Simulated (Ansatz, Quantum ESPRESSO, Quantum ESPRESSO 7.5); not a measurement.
## 1T-SrBrI, 1 layer: biaxial strain by an ASE script

Wanted: deformation of the bands of 1T-SrBrI, 1 layer, driven from Python.

Calculated with Quantum ESPRESSO 7.5; plane-wave DFT, PBE, GBRV ultrasoft pseudopotentials (geometry by Ansatz 0.2.0 with PAW datasets; geometry under PBE).

## (1) Starting point

The cell holds 3 atoms: 1 I, 1 Sr and 1 Br. Cell: a = 4.390 Å, b = 4.390 Å, c = 18.790 Å, α = 90.0°, β = 90.0°, γ = 120.0°. It derives from SrBrI. Vacuum lies along c.

This sheet is a model structure: its symmetry is held, and its stability is not tested here.

## (2) Relaxation with Ansatz

A relaxation in Ansatz fixes the structure of this slab for the runs on it.

File input.yaml:

```yaml
crystal:
  lattice:
    - [4.390315, 0.0, 0.0]
    - [-2.1951575, 3.8021243206, 0.0]
    - [0.0, 0.0, 18.7904707193]
  atoms:
    - { symbol: I, position: [0.6666666667, 0.3333333333, 0.3991384842] }
    - { symbol: Sr, position: [0.0, 0.0, 0.5084496636] }
    - { symbol: Br, position: [0.3333333333, 0.6666666667, 0.6008615158] }
kpoints:
  mp_grid: { grid: [6, 6, 1] }
hamiltonian:
  xc: pbe
scf:
  occupations: { method: fermi_dirac, width: 0.05 }
  convergence: { dr2_threshold: 1.0e-08 }
efield:
  axis: 3
  dipole_correction: true
  ramp_position: 0.97
  ramp_width: 0.04
relax:
  f_tol: 0.01
  cell: { fix: [c, alpha, beta] }
output:
  write_potential: true
  write_density: true
  volumetric_format: npy
```

The run is started by

```
> ansatz run input.yaml --threads 4 --pin off --max-ram 8192MiB --backend cpu --events-out ev --progress --plain --runs-dir out
```

Then come: running the series; the script: PBEsol, GBRV ultrasoft; the arithmetic. Settings of the main run: cutoff 40 Ry, smearing, fd smearing, smearing width 0.002 Ry, SCF threshold 1.00e-9, maxstep 100, strains (-0.03, -0.015, 0, 0.015, 0.03), filled 12, k 12, k2 12, gbrv-pbe-1.5 potentials, 12×12×1 k-mesh, assume isolated esm, esm bc bc1.

What does the calculation give for the C11 + C12, heights clamped, PBE, GBRV ultrasoft; and gap on the mesh at zero strain, PBE, GBRV ultrasoft?

The sheet's biaxial stiffness comes to 35 N/m and its gap at zero strain to 4.46 eV (PBE, GBRV ultrasoft). From −3 % to +3 % the gap on the mesh goes from 4.43 to 4.34 eV, through a peak of 4.50 eV; it is direct at some strains and indirect at others. The conduction bottom bends along the series, so the script's straight-line slope describes it poorly.

| Property | Result |
| --- | --- |
| C11 + C12, heights clamped, PBE, GBRV ultrasoft | 35 N/m |
| gap on the mesh at zero strain, PBE, GBRV ultrasoft | 4.46 eV |
| valence top below the mean of the two vacuum levels at zero strain, PBE, GBRV ultrasoft | 6.88 eV |
| shift of the valence top per unit biaxial strain, PBE, GBRV ultrasoft | -2.1 eV |
| C11 + C12, heights clamped, PBEsol, GBRV ultrasoft | 32 N/m |
| gap on the mesh at zero strain, PBEsol, GBRV ultrasoft | 4.40 eV |
| valence top below the mean of the two vacuum levels at zero strain, PBEsol, GBRV ultrasoft | 6.91 eV |
| shift of the valence top per unit biaxial strain, PBEsol, GBRV ultrasoft | -2.1 eV |

Heights are clamped under strain, which makes a sheet with several atomic planes too stiff. Zero strain is the PBE cell; under PBEsol the energy is lowest near -2.4 %, so its stiffness is taken away from its own minimum. In a sheet with a wide gap the lowest empty state can be a nearly free one in the vacuum, which hardly feels the strain. Semilocal gaps are too small. The sheet carries a dipole, so the two faces have unlike vacuum levels and the zero lies between them. Spin-orbit coupling is left out; depending on the atoms that carry the levels of interest, it can split and shift them by tens to hundreds of meV.

[Logs are printed without paths, hosts, clocks, repeated set-up lines and the standing remarks that a program may print on its own settings, such as how far it seeks lower states.]

[Hosts, paths, dates, database ids (printed as entryN), source tags and the programs' standing remarks are cut or masked in the printed files.]

[Maps of the electrostatic potential energy from Ansatz leave out the sawtooth potential of an applied field or a dipole correction, so their vacuum need not be flat; planar profiles and work functions include it.]
